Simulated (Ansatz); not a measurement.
# The perfect InSb wire along [110], 6 atoms a period, H-terminated, part 2 of 2

Wanted: the relaxed geometry and the bands of the InSb wire along [110], 6 atoms a period, H-terminated.

Ansatz 0.2.0; DFT PBE, plane waves, PAW; relaxation of a wire's period; PAW set soft_1 (the session's first sound run).

So far. Step 2 (The relaxed wire): The cell's length comes to 4.827 Å with spin left out.

## Step 3: The wire at its relaxed period

This step: DFT PBE, plane waves, PAW; bands of a perfect wire; PAW set soft_1 (Ansatz 0.2.0).

At the relaxed period the bands are computed along the axis; those that cross an energy going forward count the channels that a perfect wire would open there.

input.yaml reads:

```yaml
crystal:
  lattice:
    - [13.811, 0.0, 0.0]
    - [0.0, 14.395, 0.0]
    - [0.0, 0.0, 4.8269355918]
  atoms:
    - { symbol: Sb, position: [0.430293815, 0.67019862, 0.0] }
    - { symbol: H, position: [0.529469783, 0.741910981, 0.0] }
    - { symbol: In, position: [0.530782721, 0.5, 0.0] }
    - { symbol: H, position: [0.312584837, 0.166734221, 0.5] }
    - { symbol: H, position: [0.228055332, 0.368179687, 0.5] }
    - { symbol: H, position: [0.312584837, 0.833265779, 0.5] }
    - { symbol: H, position: [0.228055332, 0.631820313, 0.5] }
    - { symbol: In, position: [0.320757913, 0.286921218, 0.5] }
    - { symbol: In, position: [0.320757913, 0.713078782, 0.5] }
    - { symbol: Sb, position: [0.648300174, 0.5, 0.5] }
    - { symbol: H, position: [0.731023998, 0.411508624, 0.5] }
    - { symbol: H, position: [0.731023998, 0.588491376, 0.5] }
    - { symbol: Sb, position: [0.430293815, 0.32980138, 0.0] }
    - { symbol: H, position: [0.529469783, 0.258089019, 0.0] }
kpoints:
  mp_grid: { grid: [1, 1, 17] }
  band_path: { path: ["Γ", Z], npoints: 90 }
scf:
  occupations: { method: fermi_dirac, width: 0.05 }
hamiltonian:
  xc: pbe
  pseudopotentials: { kind: paw, azcp: { folder: soft_1 } }
output:
  dos: { e_range: [-5, 4] }
  write_potential: true
  write_density: true
  volumetric_format: npy
```

Started as:

```
ansatz run input.yaml --threads 4 --pin off --max-ram 16384MiB --backend cpu --events-out ev --progress --plain --runs-dir out
```

Numbers of over 12 decimals in the logs are rounded to 6 here.

The log of the run:

```text
[...]
Crystal: 14 atoms, lattice volume = 959.640 Å³
Basis set: ecut = 420 eV, 18695 PW (Γ)
Bands: 60, of which v1, the nominal top of the filled ones, is band 46 counted from 1 (45 counted from 0)
Symmetry: 4 space group operations
[...]
k-points: 9 of 17
[...]
SCF iter   1: F=—  HF=-36373.668542 eV  |F-HF|=—  |Δ(HF+E_count)|=         —  Δρ=2.76e-2  dr2=8.12e0  ethr=3.10e-3  ⟨swp⟩=8.8  Hψ=2604  notcnv=0  defer=6
[...]
SCF iter  10: F=-36371.128444 eV  HF=-36371.128444 eV  |F-HF|=3.33e-9  |Δ(HF+E_count)|=   1.34e-7  Δρ=1.14e-6  dr2=1.63e-8  ethr=1.09e-10  ⟨swp⟩=15.9  Hψ=2875  notcnv=0
SCF 1 converged in 10 iterations: F = -36371.128444 eV  dr2 = 1.63e-8
[...]
NSCF: frozen V_eff on 91 k-points
WARN: The output density's exchange-correlation potential varies sharply where the density is thin. Do not read a vacuum level from v_tot or v_xc, or from such a field of the output density. On a cell that repeats whose density bears no net charge and no dipole along the vacuum's axis use v_es (v_loc + v_h of the components); under efield.dipole_correction with no amplitude use v_es + v_field, which holds any externa [...]
SCF converged after 10 iterations
Free energy (F): -36371.128444 eV
[...]
Internal energy: -36371.128444 eV  (E = F + TS)
E sigma→0 (E₀):  -36371.128444 eV
Fermi energy:    -1.810403 eV
[...]
--- Band table (eV; the first three rows and the last of 9) ---
  k-point 0: bands = [... 42 lower, -3.7647, -3.3067, -2.8084, -2.6959, -0.9432, -0.1660, -0.1404, 0.7719, ... 10 higher]
  k-point 1: bands = [... 42 lower, -3.6452, -3.3426, -2.8683, -2.7661, -0.8215, -0.0451, -0.0027, 0.7759, ... 10 higher]
  k-point 2: bands = [... 42 lower, -3.6358, -3.4528, -2.9885, -2.9137, -0.5289, 0.2168, 0.3380, 0.7730, ... 10 higher]
  k-point 8: bands = [... 42 lower, -3.9160, -3.8801, -3.6210, -3.6059, -0.1239, 0.3123, 0.6371, 0.9951, ... 10 higher]
```

Elapsed: 1.8 min, on 4 threads of Arm Neoverse V1, shared host; peak memory 3.1 GiB; 7 min of CPU time.

Numbers from this step:

* band gap: 1.753 eV

The electronic bands at the labelled points (eV, zero at the Fermi level):

```
  point  band 43  band 44  band 45  band 46  band 47  band 48  band 49  band 50
      Γ    -1.95    -1.50    -1.00    -0.89     0.87     1.64     1.67     2.58
halfway    -2.03    -1.96    -1.42    -1.41     1.75     2.26     2.33     2.86
      Z    -2.10    -2.07    -1.82    -1.81     1.68     2.12     2.47     2.78
```

The gap is 1.75 eV, with spin left out.

The path shows a direct gap of 1.75 eV (valence top at Γ, conduction bottom at Γ).

## Step 4: Another level of theory, cutoff 500 eV, k-mesh 1×1×13

This step: DFT r2SCAN, plane waves, PAW; bands of a perfect wire at the PBE geometry; PAW set soft_1 (Ansatz 0.2.0).

The atoms stay at the PBE geometry and the functional changes. r2SCAN also reads the kinetic-energy density; it often gives larger moments and wider gaps than PBE, at a higher cost. Against the first PBE run of this kind, the cutoff is 500 eV against 420 and the mesh along the wire has 13 points against 17.

input.yaml, as its differences from that of step 3:

```diff
@@ -21,3 +21,3 @@
 kpoints:
-  mp_grid: { grid: [1, 1, 17] }
+  mp_grid: { grid: [1, 1, 13] }
   band_path: { path: ["Γ", Z], npoints: 90 }
@@ -26,8 +26,3 @@
 hamiltonian:
-  xc: pbe
+  xc: r2scan
   pseudopotentials: { kind: paw, azcp: { folder: soft_1 } }
-output:
-  dos: { e_range: [-5, 4] }
-  write_potential: true
-  write_density: true
-  volumetric_format: npy
```

The log of the run:

```text
[...]
Crystal: 14 atoms, lattice volume = 959.640 Å³
Basis set: ecut = 500 eV, 24395 PW (Γ), exchange–correlation on 432×432×144 points (64 copies of the dense FFT grid, shifted against one another)
Bands: 60, of which v1, the nominal top of the filled ones, is band 46 counted from 1 (45 counted from 0)
Symmetry: 4 space group operations
[...]
k-points: 7 of 13
[...]
--- Band table (eV; the first three rows and the last of 7) ---
  k-point 0: bands = [... 42 lower, -4.0159, -3.5287, -3.0120, -2.8991, -0.8688, -0.0309, 0.0173, 0.9185, ... 10 higher]
  k-point 1: bands = [... 42 lower, -3.8593, -3.5923, -3.1084, -3.0117, -0.6557, 0.1616, 0.2523, 0.9243, ... 10 higher]
  k-point 2: bands = [... 42 lower, -3.9118, -3.7755, -3.2715, -3.2156, -0.2076, 0.4574, 0.7525, 0.9125, ... 10 higher]
  k-point 6: bands = [... 42 lower, -4.1663, -4.1241, -3.8567, -3.8426, 0.0384, 0.4649, 0.7201, 1.2134, ... 10 higher]
[key lines of the parts left out:]
SCF converged after 10 iterations
Free energy (F): -36457.842737 eV
Fermi energy:    -1.877142 eV
```

Run time: 3.2 min. Hardware: 4 threads; peak memory 5 GiB.

This step gave:

| Property | Result |
| --- | --- |
| band gap | 2.030 eV |

The gap is 2.03 eV, against 1.75 eV under PBE at the relaxed period.

## Step 5: Another level of theory, level HSE06, cutoff 420 eV

This step: DFT HSE06, plane waves, PAW; levels of a perfect wire at the PBE geometry; PAW set soft_1 (Ansatz 0.2.0).

The atoms stay at the PBE geometry and the functional changes. HSE06 mixes in a quarter of short-range exact exchange, which removes part of the self-interaction that closes gaps; it is dear, so the mesh is thinner and no path is run. Against the first PBE run of this kind, the mesh along the wire has 7 points against 17.

input.yaml, as its differences from that of step 4:

```diff
@@ -21,4 +21,3 @@
 kpoints:
-  mp_grid: { grid: [1, 1, 13] }
-  band_path: { path: ["Γ", Z], npoints: 90 }
+  mp_grid: { grid: [1, 1, 7] }
 scf:
@@ -26,3 +25,3 @@
 hamiltonian:
-  xc: r2scan
+  xc: hse06
   pseudopotentials: { kind: paw, azcp: { folder: soft_1 } }
```

The log of the run:

```text
[...]
Crystal: 14 atoms, lattice volume = 959.640 Å³
Basis set: ecut = 420 eV, 18695 PW (Γ)
Bands: 60, of which v1, the nominal top of the filled ones, is band 46 counted from 1 (45 counted from 0)
Symmetry: 4 space group operations
[...]
k-points: 4 of 7
[...]
SCF iter   7: F=-36371.134024 eV  HF=-36371.134058 eV  |F-HF|=3.44e-5  |Δ(HF+E_count)|=   8.23e-5  Δρ=7.35e-5  dr2=6.35e-5  ethr=7.36e-7  ⟨swp⟩=4.0  Hψ=474  notcnv=0  defer=1
[...]
E sigma→0 (E₀):  -36396.157704 eV
Fermi energy:    -1.930989 eV
[...]
--- Band table (eV) ---
  k-point 0: bands = [... 42 lower, -4.2962, -3.7899, -3.2506, -3.1254, -0.7407]
  k-point 1: bands = [... 42 lower, -4.1617, -4.0060, -3.5093, -3.4338, -0.1100]
  k-point 2: bands = [... 42 lower, -4.4047, -4.3562, -3.8036, -3.7982, 0.3047]
  k-point 3: bands = [... 42 lower, -4.4444, -4.4079, -4.1197, -4.1048, 0.2168]
  guard bands above this table: 13 of the run's 60 bands. The solve was not asked for them (output.publish_guard_bands: true or output.eigenvalues: true publishes all)
[key lines of the parts left out:]
Free energy (F): -36396.157704 eV
```

Run time: 2.4 min. Hardware: 4 threads; peak memory 2.4 GiB.

Numbers from this step:

```yaml
band_gap: 2.385 eV
```

The gap is 2.38 eV, against 1.75 eV under PBE at the relaxed period.

## Step 6: With spin-orbit coupling, k-mesh 1×1×11

This step: DFT PBE, plane waves, fully relativistic PAW; bands of a perfect wire with spin-orbit coupling; PAW set soft_1 (Ansatz 0.2.0).

Spin-orbit coupling mixes the spins and splits bands that cross or touch without it, so it can open or close channels. Fully relativistic datasets take the place of the scalar ones. Against the first PBE run of this kind, the mesh along the wire has 11 points against 17.

input.yaml, as its differences from that of step 5:

```diff
@@ -21,3 +21,4 @@
 kpoints:
-  mp_grid: { grid: [1, 1, 7] }
+  mp_grid: { grid: [1, 1, 11] }
+  band_path: { path: ["Γ", Z], npoints: 90 }
 scf:
@@ -25,3 +26,6 @@
 hamiltonian:
-  xc: hse06
-  pseudopotentials: { kind: paw, azcp: { folder: soft_1 } }
+  xc: pbe
+  pseudopotentials: { kind: paw_fr, azcp: { folder: soft_1 } }
+magnetization:
+  noncollinear: true
+  spin_orbit: true
```

The log of the run:

```text
[...]
non-collinear run that drives no moment, with spin-orbit: no starting moment large enough to seed its density (crystal.atoms[].spin), no starting occupations that ask for one, no magnetisation constraint and no magnetic field, so the semilocal B_xc is pinned to zero
Crystal: 14 atoms, lattice volume = 959.640 Å³
Basis set: ecut = 420 eV, 18695 PW (Γ)
[...]
k-point 0: bands = [... 88 lower, -2.7908, -2.7908, -2.6669, -2.6669, -0.9398, -0.9398, -0.1667, -0.1667, ... 24 higher]
  k-point 1: bands = [... 88 lower, -3.0019, -2.9310, -2.7983, -2.7615, -0.6764, -0.6735, 0.0679, 0.0955, ... 24 higher]
  k-point 2: bands = [... 88 lower, -3.2125, -3.1822, -2.9790, -2.9769, -0.2217, -0.2161, 0.3632, 0.4156, ... 24 higher]
  k-point 5: bands = [... 88 lower, -3.6198, -3.6195, -3.5732, -3.5300, -0.1290, -0.1202, 0.3046, 0.3169, ... 24 higher]
[key lines of the parts left out:]
SCF converged after 10 iterations
Magnetization: |M| = 0.0000 μB,  M = (+0.0000, +0.0000, +0.0000) μB
Free energy (F): -36384.120028 eV
Fermi energy:    -1.796714 eV
```

Wall time 16 min (4 threads); peak memory 11 GiB; 64 min of CPU time.

Numbers from this step:

```
band gap : 1.724 eV
```

Electronic bands along the path, in eV, zero at the Fermi level; v1 is the highest filled band, c1 the lowest empty one:

```
  point     v4     v3     v2     v1    c1    c2    c3    c4
      Γ  -0.99  -0.99  -0.87  -0.87  0.86  0.86  1.63  1.63
halfway  -1.52  -1.52  -1.35  -1.31  1.72  1.74  2.18  2.23
      Z  -1.82  -1.82  -1.80  -1.80  1.66  1.66  2.11  2.11
```

The gap is 1.72 eV, against 1.75 eV under PBE at the relaxed period, with no moment.

## Step 7: Cost and result by level

Times are for 4 threads of Arm Neoverse V1, shared host. Results by setting:

```
no.     run  band gap (eV)     time  memory (GiB)
  1    lead          1.753  1.8 min           3.1
  2  levels          2.030  3.2 min           5.0
  3  levels          2.385  2.4 min           2.4
  4     SOC          1.724   16 min            11
```

## Step 8: Results

- cell length, PBE: 4.827 Å
- gap, PBE: 1.75 eV
- gap, r2SCAN: 2.03 eV
- gap, HSE06: 2.38 eV
- gap, with spin-orbit coupling: 1.72 eV

In words: Under PBE the cell's length is 4.83 Å, and a gap of 1.75 eV makes it a semiconductor. At the relaxed period the wire is gapped under every functional, from 1.75 eV (PBE) to 2.38 eV (HSE06). Weak screening in one dimension makes quasiparticle gaps larger than the semilocal gaps, as a rule. Plain hydrogen on a compound's surface is a simple closure: it may leave surface states, and facets that end in unlike atoms put a field across the wire, both of which shrink the gap. A hybrid's gap is read on a coarse mesh, without a band path.

[Logs are printed without paths, hosts, clocks, repeated set-up lines and the standing remarks that a program may print on its own settings, such as how far it seeks lower states.]

[Hosts, paths, dates, database ids (printed as entryN), source tags and the programs' standing remarks are cut or masked in the printed files.]
